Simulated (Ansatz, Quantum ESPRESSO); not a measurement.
# Predicting the next point of a tunnelling series: vacuum gaps between two Al(111) faces

How the rows were computed: Quantum ESPRESSO 7.5 (pw.x, pwcond.x), PBE, GBRV ultrasoft; geometry as built. T is the transmission per spin at the Fermi level, averaged over the mesh across the current, in a cell of 7.07 Å². The series steps the width of the vacuum gap.

```tsv
width (Å)	T
5	0.0752
6	0.0161
7	0.00212
8	0.000299
```

**Question.** What is T at 9 Å?

**Worked estimate.** In the tunnelling regime ln T falls linearly. The last two rows give a slope of ln(0.00212/0.000299)/(8 − 7) = 1.959 per Å, so T(9) ≈ 0.000299 × exp(−1.959 × 1) = 4.22e−5.

What the calculation gave: T = 4.32e−5; the estimate is 0.98 times that. The slope over the last interval is 1.934: the same within 8 %. Points of the mesh with over 2.5 times the mean carry 67 % of this T, so the value leans on the mesh. A second code, Ansatz 0.2.0, gives 3.48e−5.

**Limits.** Short leads, unrelaxed atoms, a barrier without the image potential and an untested mesh.

[Logs are printed without paths, hosts, clocks, repeated set-up lines and the standing remarks that a program may print on its own settings, such as how far it seeks lower states.]
